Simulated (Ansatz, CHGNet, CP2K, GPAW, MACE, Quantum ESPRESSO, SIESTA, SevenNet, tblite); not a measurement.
# tblite on H15W3C3S4N3 (P-1) (56 atoms): settings against a plane-wave reference

Aim: run H15W3C3S4N3 (P-1) (56 atoms) in tblite and see how near its forces come to a plane-wave reference, and at what cost.

Program: tblite 0.8.0. Level of theory: the method is named at each step. Results are calculated unless marked as measured.

### Step 1. The starting structure

The cell holds 56 atoms: 30 H, 6 W, 6 C, 8 S and 6 N. Its edges and angles: a = 9.085 Å, b = 9.160 Å, c = 9.566 Å, α = 103.7°, β = 116.6°, γ = 106.3°. It derives from H15W3C3S4N3 (P-1), repeated 1×1×1. H15W3C3S4N3, space group P-1, structure from the Crystallography Open Database, 1 x 1 x 1 conventional cells; positions as listed; bonds to H set to neutron lengths (C-H 1.089, N-H 1.015, O-H 0.983, B-H 1.19 Å) where the listed ones are shorter. Then every atom was moved at random, 0.03 Å r.m.s. a Cartesian component (hydrogen 0.6 of that).

The yardstick, on the same geometry:

```
method                                           : Kohn-Sham DFT, PBE, SSSP efficiency 1.3.0 pseudopotentials, plane waves (Quantum ESPRESSO 7.5); sssp-pbe-1.3.0-efficiency, cutoffs 60/480 Ry, Γ point
r.m.s. force component                           : 0.8734 eV/Å
longest force                                    : 4.54 eV/Å
pressure                                         : 3.567 GPa
gap (highest filled to lowest empty level) : 0.543 eV
time                                             : 3.2 min on 2 MPI ranks of Arm Neoverse V1, shared host
CPU time                                         : 6.5 min
```

### Step 2. GFN1-xTB

Method: GFN1-xTB tight binding, diagonalisation.

File run.py:

```python
import numpy as np
from ase.io import read
from tblite.ase import TBLite

atoms = read("structure.xyz")
atoms.calc = TBLite(method="GFN1-xTB", electronic_temperature=580, accuracy=1.0, max_iterations=250, mixer_damping=0.1, verbosity=1)
energy = atoms.get_potential_energy()
forces = atoms.get_forces()
print(f"energy {energy:.6f} eV")
print("forces (eV/A)")
for i, (a, f) in enumerate(zip(atoms, forces)):
    print(f"{i:4d} {a.symbol:2s} {f[0]:10.5f} {f[1]:10.5f} {f[2]:10.5f}")
stress = -atoms.get_stress(voigt=False) * 160.21766
print("stress (GPa, compression positive)")
for row in stress:
    print(" ".join(f"{x:10.4f}" for x in row))
print("charges (e)")
print(np.array2string(atoms.get_charges(), precision=4, suppress_small=True, max_line_width=110, threshold=100000))
```

File structure.xyz:

```xyz
56
Lattice="9.08470 0.00000 0.00000 -2.56559 8.79358 0.00000 -4.28655 -3.61609 7.74969" Properties=species:S:1:pos:R:3 pbc="T T T"
H -2.52087 3.11155 2.84902
H 4.75689 2.12939 4.94787
H 4.97543 2.67950 2.45820
H -2.80523 2.51350 5.28010
H -0.84162 5.19989 7.51945
H 3.03944 -0.03004 0.25434
H 3.29462 -3.18065 7.65739
H -1.06731 8.37211 0.07858
H 0.02169 5.67879 4.05185
H 2.24175 -0.50472 3.70141
H 0.09498 6.21466 2.48013
H 2.12624 -1.03517 5.22360
H 6.39902 2.28353 0.59285
H -4.13870 2.87532 7.13328
H 6.88507 4.00107 0.67864
H -4.69034 1.15780 7.08399
H 5.24469 3.62238 0.26659
H -2.99664 1.54414 7.42653
H 0.45869 4.29719 5.66549
H 1.79027 0.84487 2.06289
H -0.25346 3.01586 6.69922
H 2.49894 2.19571 1.06752
H 1.41985 3.45642 6.87599
H 0.76008 1.71682 0.83363
H -0.73050 4.00314 2.56104
H 2.92361 1.16113 5.18795
H 0.77852 3.48675 3.40614
H 1.47722 1.64360 4.31472
H 0.88997 4.12310 1.76685
H 1.35168 1.10837 6.01546
W 5.09224 5.39563 3.24960
W -2.81297 -0.17630 4.63090
W 4.36518 7.76573 2.20130
W -2.12078 -2.48219 5.62643
W 2.62297 6.37347 3.60694
W -0.40774 -1.18368 4.09587
C 6.10670 3.29450 0.85316
C -3.84871 1.81964 6.91110
C 0.46140 3.81361 6.67605
C 1.74412 1.31995 1.04737
C 0.32395 4.21403 2.68690
C 1.87610 0.99128 5.04823
S 4.69571 -0.12718 2.64164
S -2.42668 5.29183 5.13029
S 3.43431 5.60595 1.38355
S -1.13467 -0.42081 6.26531
S -2.48808 6.70897 1.87062
S 4.72568 -1.59261 5.79956
S 3.41561 4.23876 4.62587
S -1.14088 0.95338 3.10600
N 5.77046 3.39208 2.28004
N -3.47587 1.77905 5.47988
N 0.08401 4.84320 7.72567
N -2.15061 -3.24865 7.74093
N 0.46178 5.60925 3.20752
N 1.68092 -0.42302 4.58751
```

Command:

```
> OMP_NUM_THREADS=1 python run.py > output.txt
```

The program printed:

```text
------------------------------------------------------------
  cycle        total energy    energy error   density error
------------------------------------------------------------
      1     -91.40816924059  -9.2119944E+01   6.4157571E-01
      2     -91.76688456302  -3.5871532E-01   5.6151120E-01
      3     -91.86984090611  -1.0295634E-01   3.5406391E-01
      4     -91.98100158452  -1.1116068E-01   8.1788363E-02
      5     -92.02089546234  -3.9893878E-02   4.2015100E-02
      6     -92.03033698039  -9.4415181E-03   1.9327935E-02
      7     -92.03174994255  -1.4129622E-03   6.7917748E-03
      8     -92.03222193678  -4.7199422E-04   5.3934185E-03
      9     -92.03237943516  -1.5749839E-04   2.1972195E-03
     10     -92.03234796937   3.1465794E-05   2.4851245E-03
     11     -92.03241123256  -6.3263189E-05   3.0946523E-04
     12     -92.03241134545  -1.1288904E-07   1.9693037E-04
     13     -92.03241151054  -1.6509534E-07   1.0285463E-04
     14     -92.03241156675  -5.6209856E-08   5.4611144E-05
     15     -92.03241158083  -1.4074999E-08   1.9487060E-05
------------------------------------------------------------
 total:                                   1.656 sec
energy -2504.329478 eV
forces (eV/A)
   0 H     0.18251   -0.52168   -0.16953
   1 H     0.88539   -0.35094    0.69018
   2 H     1.60285    1.08335   -0.24308
   3 H     0.34116    0.25418    0.34789
   4 H    -0.17674    0.02635   -0.39198
   5 H     0.10547    0.19702    0.12589
   6 H     0.33816    0.39143   -0.37105
   7 H    -0.25449   -0.11203    0.06345
   8 H    -2.02214    0.28587    2.44625
   9 H    -0.34845    0.15757    0.89589
  10 H    -0.56281    0.11237    0.26977
  11 H     0.73206   -0.66700    1.04973
  12 H     0.12242   -0.21430   -0.10723
  13 H     0.08694   -0.65441    0.15408
  14 H     0.86412    0.39876   -0.32903
  15 H    -0.02670   -0.12004    0.07147
  16 H    -0.15979   -0.24174    0.00637
  17 H     1.69058   -0.56131    1.48613
  18 H    -0.10366   -0.28989    0.73942
  19 H    -0.16632    0.22496   -0.84872
  20 H    -0.45855   -0.42571    0.04450
  21 H    -1.06643   -1.23360   -0.14393
  22 H     1.64647   -0.55759    0.42896
  23 H    -0.26466   -0.03146    0.06861
[...]
48 S    -0.15987   -0.45472    0.17335
  49 S     0.11863    0.85107    0.13495
  50 N    -1.89680   -1.12431    0.53517
  51 N    -1.87691    0.45179   -0.89333
  52 N     0.19775   -1.09532   -0.33584
  53 N    -0.02439   -0.17842    0.60247
  54 N     2.40436   -1.10481   -3.02771
  55 N     0.24544    1.33398   -2.03001
stress (GPa, compression positive)
    6.0643     0.7152     0.4767
    0.7152     4.1038    -0.1279
    0.4767    -0.1279     5.8933
charges (e)
[ 0.2122  0.2015  0.2092  0.2213  0.2141  0.212   0.2133  0.2132  0.2293  0.2079  0.2183  0.2174  0.0243
  0.0237  0.0328  0.0337  0.0432  0.0515  0.0236  0.0249  0.0455  0.0371  0.0439  0.0402  0.0318  0.0309
  0.0348  0.0425  0.0397  0.0413  0.3009  0.2736  0.3067  0.2863  0.268   0.2362  0.0528  0.0514  0.0523
  0.0609  0.0527  0.0496 -0.4105 -0.4066 -0.3423 -0.2905 -0.3761 -0.3451 -0.3906 -0.3691 -0.3748 -0.3695
 -0.3853 -0.3689 -0.3988 -0.3782]
```

Run time: 2.3 s. Hardware: 1 thread of Arm Neoverse V1, shared host; peak memory 0.1 GiB.

Banners, paths, timers and routine set-up lines are dropped from the logs unmarked, and long logs keep their key lines alone; longer cuts are marked.

Numbers from this run, and their distance from the reference:

```yaml
r_m_s_force_component: 1.305 eV/Å
r_m_s_difference_of_force_components: 853.2 meV/Å
longest_difference_of_force_vectors: 5690 meV/Å
force_difference_over_r_m_s_force: 97.68 %
slope_of_forces_against_the_reference_s: 1.138
correlation_of_force_components: 0.7622
pressure: 5.354 GPa
pressure_difference: 1.786 GPa
```

Length of the force difference by element (eV/Å):

```csv
element,atoms,mean,most
C,6,0.16,0.28
H,30,0.19,0.31
N,6,0.38,0.62
S,8,0.40,0.76
W,6,4.4,5.7
```

The surroundings of H9, whose charge lies farthest from its element's mean, nearest first, numbered as they follow in the input and with coordinates relative to it.

| atom | x | y | z | distance (Å) | bonds | Mulliken charge (e) | Fx | Fy | Fz (eV/Å) |
| --- | --- | --- | --- | --- | --- | --- | --- | --- | --- |
| H9 | 0.00 | 0.00 | 0.00 | 0.00 | 1 | 0.23 | -2.02 | 0.29 | 2.45 |
| N55 | 0.44 | -0.07 | -0.84 | 0.95 | 4 | -0.40 | 2.40 | -1.10 | -3.03 |
| H11 | 0.07 | 0.54 | -1.57 | 1.66 | 1 | 0.22 | -0.56 | 0.11 | 0.27 |
| C41 | 0.30 | -1.46 | -1.36 | 2.02 | 4 | 0.05 | 0.67 | 0.21 | 1.13 |
| H19 | 0.44 | -1.38 | 1.61 | 2.17 | 1 | 0.02 | -0.10 | -0.29 | 0.74 |
| H25 | -0.75 | -1.68 | -1.49 | 2.37 | 1 | 0.03 | -0.15 | -0.23 | -0.16 |
| H27 | 0.76 | -2.19 | -0.65 | 2.41 | 1 | 0.03 | -0.47 | 0.62 | -0.36 |
| H12 | -0.46 | 2.08 | 1.17 | 2.43 | 1 | 0.22 | 0.73 | -0.67 | 1.05 |
| H10 | -0.35 | 2.61 | -0.35 | 2.66 | 1 | 0.21 | -0.35 | 0.16 | 0.90 |
| S44 | -2.45 | -0.39 | 1.08 | 2.70 | 3 | -0.41 | -0.09 | 0.38 | 0.05 |
| W35 | 2.60 | 0.69 | -0.44 | 2.73 | 5 | 0.27 | -2.68 | -1.52 | -0.76 |

Atoms are counted from 1 here, from 0 in the log.

Forces lie 98 % from the reference's, at 0.0060 times its CPU time (on 1 against 2 cores).

The difference per atom is largest on W (4.4 eV/Å on average, against 0.40 on S).

### Step 3. Outcome

* force difference from the reference: tblite GFN1-xTB, 98 %
* its CPU time: 2.3 s

In words: Tight binding differs by 98 % (tblite GFN1-xTB); it is another model, with fitted parameters of its own, and the xTB methods hold dispersion. One electronic-structure run takes under half the reference's CPU time: tblite GFN1-xTB, at 98 % in 2.3 s against 6.5 min, too far off to be of use; its pressure misses by +1.8 GPa. Periodic xTB results under one method name differ between programs and library versions. The reference's pressure holds the uncorrected Pulay stress of its 60 Ry basis, so small pressure differences, and their order, may be the reference's own error. The reference's PBE has no dispersion term, which matters for the binding between molecules or layers. The reference's pressure of 3.6 GPa belongs to a cell and atoms that aren't relaxed at this level. The runs have no spin polarisation, so any moments at edges, vacancies or dangling bonds can't form. The electronic-structure runs sample only Γ, in a cell whose shortest periodic width is 7 Å. Spin–orbit coupling is left out, which matters for the levels of the heavy elements.

[Also dropped from logs without a mark: logging warnings of Python, and SIESTA's first energy breakdown and zero terms.]

[Logs are printed without paths, hosts, clocks, repeated set-up lines and the standing remarks that a program may print on its own settings, such as how far it seeks lower states.]

[Hosts, paths, dates, database ids (printed as entryN), source tags and the programs' standing remarks are cut or masked in the printed files.]
